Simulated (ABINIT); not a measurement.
# A GW chain in ABINIT: In2O3 (R-3c), part 2 of 2

Aim: the G0W0 gap of In2O3 (R-3c) on LDA, step by step.

ABINIT 10.8.3; LDA and many-body steps on it, plane waves. Known limits of the many-body steps: not at the basis limit; no spin-orbit coupling.

So far. Step 2 (Ground state): The gap is indirect, with the least direct gap 0.05 eV higher. Step 3 (Empty states on the mesh, 4×4×4 mesh, 140 bands): On this mesh the gap is 1.199 eV.

### Step 4. Screening, 4×4×4 mesh, 128 bands, screening to 89.8 eV

The RPA dielectric matrix is built and inverted for each q.

This step: RPA screening on LDA, plane waves, norm-conserving pseudopotentials.

The input, run.abi:

```
acell 3*1.0 Angstrom
rprim 
  2.743499999981 1.583960463511 4.836666666700
  -2.743499999981 1.583960463511 4.836666666700
  -0.000000000000 -3.167920927022 4.836666666700
ntypat 2
znucl 49 8
natom 10
typat 1 1 1 1 2 2 2 2 2 2
xred 
  0.357310000000 0.357310000000 0.357310000000
  0.142690000000 0.142690000000 0.142690000000
  0.642690000000 0.642690000000 0.642690000000
  0.857310000000 0.857310000000 0.857310000000
  0.548000000000 0.952000000000 0.250000000000
  0.250000000000 0.548000000000 0.952000000000
  0.952000000000 0.250000000000 0.548000000000
  0.452000000000 0.048000000000 0.750000000000
  0.750000000000 0.452000000000 0.048000000000
  0.048000000000 0.750000000000 0.452000000000
pp_dirpath "pseudos"
pseudos "In.upf, O.upf"
ecut 42
ngkpt 4 4 4
nshiftk 1
shiftk 0 0 0
kptopt 1
chksymbreak 0
istwfk *1
occopt 1
irdwfk 1
optdriver 3
nband 128
ecuteps 3.3
inclvkb 2
awtr 1
symchi 1
indata_prefix "in"
outdata_prefix "out"
tmpdata_prefix "tmp"
```

Launch:

```sh
OMP_NUM_THREADS=1 mpirun -n 4 abinit run.abi > log
```

Numbers of over 12 decimals in the logs are rounded to 6 here.

Output:

```text
.Version 10.8.3 of ABINIT. v10.8.2 released Aug 2026.

 Symmetries : space group R-3 c (#167); Bravais hR (rhombohedral)
[... echo of the input left out ...]
== DATASET  1 ==================================================================
-   mpi_nproc: 4, omp_nthreads: 1 (-1 if OMP is not activated)

--- !DatasetInfo
iteration_state: {dtset: 1, }
dimensions: {natom: 10, nkpt: 13, mband: 128, nsppol: 1, nspinor: 1, nspden: 1, mpw: 11092, }
cutoff_energies: {ecut:  42.0, pawecutdg:  -1.0, }
electrons: {nelect:   1.20000000E+02, charge:   0.00000000E+00, occopt:   1.00000000E+00, tsmear:   1.00000000E-02, }

 SCREENING: Calculation of the susceptibility and dielectric matrices

 Based on a program developped by R.W. Godby, V. Olevano, G. Onida, and L. Reining.
 Incorporated in ABINIT by V. Olevano, G.-M. Rignanese, and M. Torrent.
.Using double precision arithmetic ; gwpc =  8

[... cell and pseudopotentials left out ...]
--------------------------------------------------------------------------------

 ==== K-mesh for the wavefunctions ====
 Number of points in the irreducible wedge :    13
[... list of points left out ...]
 Together with 12 symmetry operations and time-reversal symmetry
 yields    64 points in the full Brillouin Zone.

 ==== Q-mesh for the screening function ====
 Number of points in the irreducible wedge :    13
[... list of points left out ...]
 Together with 12 symmetry operations and time-reversal symmetry
 yields    64 points in the full Brillouin Zone.

 setmesh: FFT mesh size selected  =    48x   48x   48
          total number of points  =       110592

 vcoul_init : cutoff-mode = AUXILIARY_FUNCTION
 q-points for optical limit:   1
     1)      0.000010    0.000020    0.000030

- screening: taking advantage of time-reversal symmetry
- Maximum band index for partially occupied states nbvw = 60
- Remaining bands to be divided among processors   nbcw = 68
- Number of bands treated by each node ~17

 Number of electrons calculated from density =  120.0000; Expected =  120.0000
 average of density, n =  0.141006
 r_s =    1.1919
 omega_plasma =   36.2222 [eV]

 calculating chi0 at frequencies [eV] :
  1    0.000000E+00    0.000000E+00
  2    0.000000E+00    3.622218E+01

--------------------------------------------------------------------------------
  q-point number  1        q = ( 0.000000, 0.000000, 0.000000) [r.l.u.]
--------------------------------------------------------------------------------
[... chi0 elements left out ...]
 For q-point:  0.000010 0.000020 0.000030
  dielectric constant =   5.0561
  dielectric constant without local fields =   5.2396

  Average fulfillment of the sum rule on Im[epsilon] for q-point    1 :     26.95  [%]
[... wings left out ...]
  q-point number  2        q = ( 0.250000, 0.000000, 0.000000) [r.l.u.]
--------------------------------------------------------------------------------
[... chi0 elements left out ...]
  Average fulfillment of the sum rule on Im[epsilon] for q-point    2 :     35.85  [%]

 [... 11 further q-points ...]
```

Run time: 17 min. Hardware: 4 MPI ranks of Arm Neoverse V2, shared host; peak memory 8.2 GiB.

This step gave:

- ε∞ with local fields, on this mesh, along the program's q direction: 5.056
- the same without local fields: 5.240
- plasma frequency: 36.22 eV
- plane waves in the screening matrix: 259

Local fields lower ε∞ by 4 %.

### Step 5. Self-energy, 4×4×4 mesh, 128 bands, screening to 89.8 eV

The self-energy is evaluated for the states that the input lists, and the levels follow from it, in one-shot runs by the linearised quasiparticle equation.

This step: G0W0 on LDA, plane waves, norm-conserving pseudopotentials.

Edit run.abi of step 4 so:

```diff
@@ -31,8 +31,17 @@
 irdwfk 1
-optdriver 3
+optdriver 4
 nband 128
+gwcalctyp 0
+ecutsigx 42
+symsigma 1
+nkptgw 2
+kptgw 
+  0.2500000000 0.0000000000 0.0000000000
+  0.0000000000 0.0000000000 0.0000000000
+bdgw 
+  59 62
+  59 62
 ecuteps 3.3
-inclvkb 2
-awtr 1
-symchi 1
+irdscr 1
+ppmodel 1
 indata_prefix "in"
```

Output:

```text
.Version 10.8.3 of ABINIT. v10.8.2 released Aug 2026.

 Symmetries : space group R-3 c (#167); Bravais hR (rhombohedral)
[... echo of the input left out ...]
== DATASET  1 ==================================================================
-   mpi_nproc: 4, omp_nthreads: 1 (-1 if OMP is not activated)

--- !DatasetInfo
iteration_state: {dtset: 1, }
dimensions: {natom: 10, nkpt: 13, mband: 128, nsppol: 1, nspinor: 1, nspden: 1, mpw: 11092, }
cutoff_energies: {ecut:  42.0, pawecutdg:  -1.0, }
electrons: {nelect:   1.20000000E+02, charge:   0.00000000E+00, occopt:   1.00000000E+00, tsmear:   1.00000000E-02, }

 SIGMA: Calculation of the GW corrections

 Based on a program developped by R.W. Godby, V. Olevano, G. Onida, and L. Reining.
 Incorporated in ABINIT by V. Olevano, G.-M. Rignanese, and M. Torrent.
.Using double precision arithmetic ; gwpc =  8

[... cell and pseudopotentials left out ...]
--------------------------------------------------------------------------------

 ==== K-mesh for the wavefunctions ====
 Number of points in the irreducible wedge :    13
[... list of points left out ...]
 Together with 12 symmetry operations and time-reversal symmetry
 yields    64 points in the full Brillouin Zone.

 ==== Q-mesh for screening function ====
 Number of points in the irreducible wedge :    13
[... list of points left out ...]
 Together with 12 symmetry operations and time-reversal symmetry
 yields    64 points in the full Brillouin Zone.

 vcoul_init : cutoff-mode = AUXILIARY_FUNCTION
 q-points for optical limit:   1
     1)      0.000010    0.000020    0.000030
 setmesh: FFT mesh size selected  =    64x   64x   64
          total number of points  =       262144

 Number of electrons calculated from density =  120.0000; Expected =  120.0000
 average of density, n =  0.141006
 r_s =    1.1919
 omega_plasma =   36.2222 [eV]

 === KS Band Gaps ===
  >>>> For spin  1
   Minimum direct gap =   1.2462 [eV], located at k-point      :   0.0000  0.0000  0.0000
   Fundamental gap    =   1.1993 [eV], Top of valence bands at :   0.2500  0.0000  0.0000
                                       Bottom of conduction at :   0.0000  0.0000  0.0000
 SIGMA fundamental parameters:
 PLASMON POLE MODEL  1
 number of plane-waves for SigmaX                11031
 number of plane-waves for SigmaC and W            259
 number of plane-waves for wavefunctions         11031
 number of bands                                   128
 number of independent spin polarizations            1
 number of spinorial components                      1
 number of k-points in IBZ                          13
 number of q-points in IBZ                          13
 number of symmetry operations                      12
 number of k-points in BZ                           64
 number of q-points in BZ                           64
 number of frequencies for dSigma/dE                 9
 frequency step for dSigma/dE [eV]                0.25
 number of omega for Sigma on real axis              0
 max omega for Sigma on real axis  [eV]           0.00
 zcut for avoiding poles [eV]                     0.10

 EPSILON^-1 parameters (SCR file):
 dimension of the eps^-1 matrix on file            259
 dimension of the eps^-1 matrix used               259
 number of plane-waves for wavefunctions         11031
 number of bands                                   128
 number of q-points in IBZ                          13
 number of frequencies                               2
 number of real frequencies                          1
 number of imag frequencies                          1

 matrix elements of self-energy operator (all in [eV])

 Perturbative Calculation

--- !SelfEnergy_ee
iteration_state: {dtset: 1, }
kpoint     : [   0.250,    0.000,    0.000, ]
spin       : 1
KS_gap     :    2.787
QP_gap     :    4.376
Delta_QP_KS:    1.589
data: !SigmaeeData |
     Band     E0 <VxcDFT>   SigX SigC(E0)      Z dSigC/dE  Sig(E)    E-E0       E
       59   4.998 -20.100 -25.451   5.164   0.781  -0.280 -20.246  -0.146   4.852
       60   5.164 -20.301 -25.627   5.158   0.781  -0.280 -20.432  -0.131   5.033
       61   7.951 -16.821 -13.220  -1.833   0.825  -0.212 -15.363   1.458   9.409
       62  10.984 -16.835 -11.233  -2.935   0.830  -0.204 -14.620   2.214  13.198

--- !SelfEnergy_ee
iteration_state: {dtset: 1, }
kpoint     : [   0.000,    0.000,    0.000, ]
spin       : 1
KS_gap     :    1.246
QP_gap     :    2.700
Delta_QP_KS:    1.454
data: !SigmaeeData |
     Band     E0 <VxcDFT>   SigX SigC(E0)      Z dSigC/dE  Sig(E)    E-E0       E
       59   5.117 -20.966 -26.027   4.913   0.786  -0.272 -21.082  -0.116   5.001
       60   5.117 -20.966 -26.027   4.913   0.786  -0.272 -21.082  -0.116   5.001
       61   6.363 -15.066 -11.194  -2.281   0.841  -0.189 -13.727   1.338   7.701
       62  10.594 -13.715  -8.361  -3.268   0.841  -0.189 -11.961   1.754  12.347

== END DATASET(S) ==============================================================
================================================================================

 -outvars: echo values of variables after computation  --------
           etotal      0.0000000000E+00
            nband         128
             nkpt          13
          spgroup         167
 [... the other variables as echoed above ...]

 Calculation completed.
```

Run time: 40 s. Hardware: 4 MPI ranks; peak memory 4.4 GiB.

This step gave:

```
G0W0 gap on the points computed              : 2.668 eV
starting gap on the mesh                     : 1.199 eV
k of the valence top                         : 0.25, 0, 0
k of the conduction bottom                   : 0, 0, 0
Z at the valence top                         : 0.781
Z at the conduction bottom                   : 0.841
least direct G0W0 gap on the computed points : 2.700 eV
```

The gap on the mesh goes from 1.20 eV to 2.67 eV, a correction of +1.47 eV.

Limits: finite bands, cutoff and mesh; no spin-orbit coupling. v1 is the top filled band, c1 the lowest empty one. Levels before and after the correction, in eV, zero at the valence-band top of each column:

```csv
,conduction bottom,valence top
Kohn-Sham,1.20,0.00
G0W0,2.67,0.00
```

```csv
,level,energy (eV)
Kohn-Sham,(0.25 0 0) v2,-0.165
Kohn-Sham,(0.25 0 0) v1,0.000
Kohn-Sham,(0.25 0 0) c1,2.787
Kohn-Sham,(0.25 0 0) c2,5.821
Kohn-Sham,Γ v2-v1,-0.047
Kohn-Sham,Γ c1,1.199
Kohn-Sham,Γ c2,5.430
G0W0,(0.25 0 0) v2,-0.181
G0W0,(0.25 0 0) v1,0.000
G0W0,(0.25 0 0) c1,4.376
G0W0,(0.25 0 0) c2,8.165
G0W0,Γ v2-v1,-0.032
G0W0,Γ c1,2.668
G0W0,Γ c2,7.314
```

### Step 6. Where the time went

Times are wall times on 4 MPI ranks of Arm Neoverse V2, shared host, good to a factor of about two.

```csv
step,time,share,memory (GiB)
ground state,2.3 min,10 %,0.63
empty states on the mesh,2.9 min,13 %,0.72
screening,17 min,74 %,8.2
self-energy,40 s,3 %,4.4
```

### Step 7. Summary of results

```json
{
 "LDA gap": "1.20 eV, indirect (only 47 meV under the direct gap)",
 "G0W0 gap on the mesh": "2.67 eV",
 "GW settings": "4×4×4 mesh, 128 bands, screening to 89.8 eV, Godby-Needs plasmon pole",
 "known limits": "not at the basis limit; no spin-orbit coupling"
}
```

**Reading.** G0W0 moves the gap on the mesh from 1.20 eV to 2.67 eV (+1.47 eV), with Z of 0.78 and 0.84 at the edges. Local fields lower the RPA ε∞ on this mesh from 5.24 to 5.06. Only 2 of the mesh's irreducible points were corrected, so a valley elsewhere could overtake. The dearest step here is «screening». Against experiment, by G0W0@LDA: the gap of 2.67 eV lies −0.41 eV from the measured 3.08 eV (optical, 2024). An exciton line or allowed optical edge lies below the quasiparticle gap by the binding energy; a forbidden edge can push the onset above it. The calculation has static nuclei and no excitons; a measured gap holds zero-point and thermal motion, which mostly lowers it. Against the values above the computed gap that would widen the miss. An edge that is forbidden or weak in absorption could explain it, and so could too strong a screening: the start's gap is only 1.20 eV, and one shot does not repair that. Bands and cutoff are finite, so the gap is not at the basis limit. The miss can reach some tenths of an eV and take either sign; the mesh is an error of its own. In the G0W0 run levels were corrected at 2 k points alone, so a gap called «on the mesh» is the least over those, and an edge elsewhere would be missed. The many-body steps are scalar-relativistic: spin-orbit coupling is not in them.

[Paths, hosts, dates, memory and timing lines, banners, echoed tables and standing remarks are left out of the program output.]

[Logs are printed without paths, hosts, clocks, repeated set-up lines and the standing remarks that a program may print on its own settings, such as how far it seeks lower states.]

[Runs of the session that timed out or met a known fault of the program may be left out.]

[Hosts, paths, dates, database ids (printed as entryN), source tags and the programs' standing remarks are cut or masked in the printed files.]

[G0W0 gaps are taken among the corrected bands and points alone; a level outside them can change the order at an edge.]

[Where Ansatz stands beside ABINIT at settings called matched, ABINIT's density can come from a denser mesh and the files from another edition; pairs whose starting gaps differed by over 0.03 eV were left out, so agreement reads better than it is.]
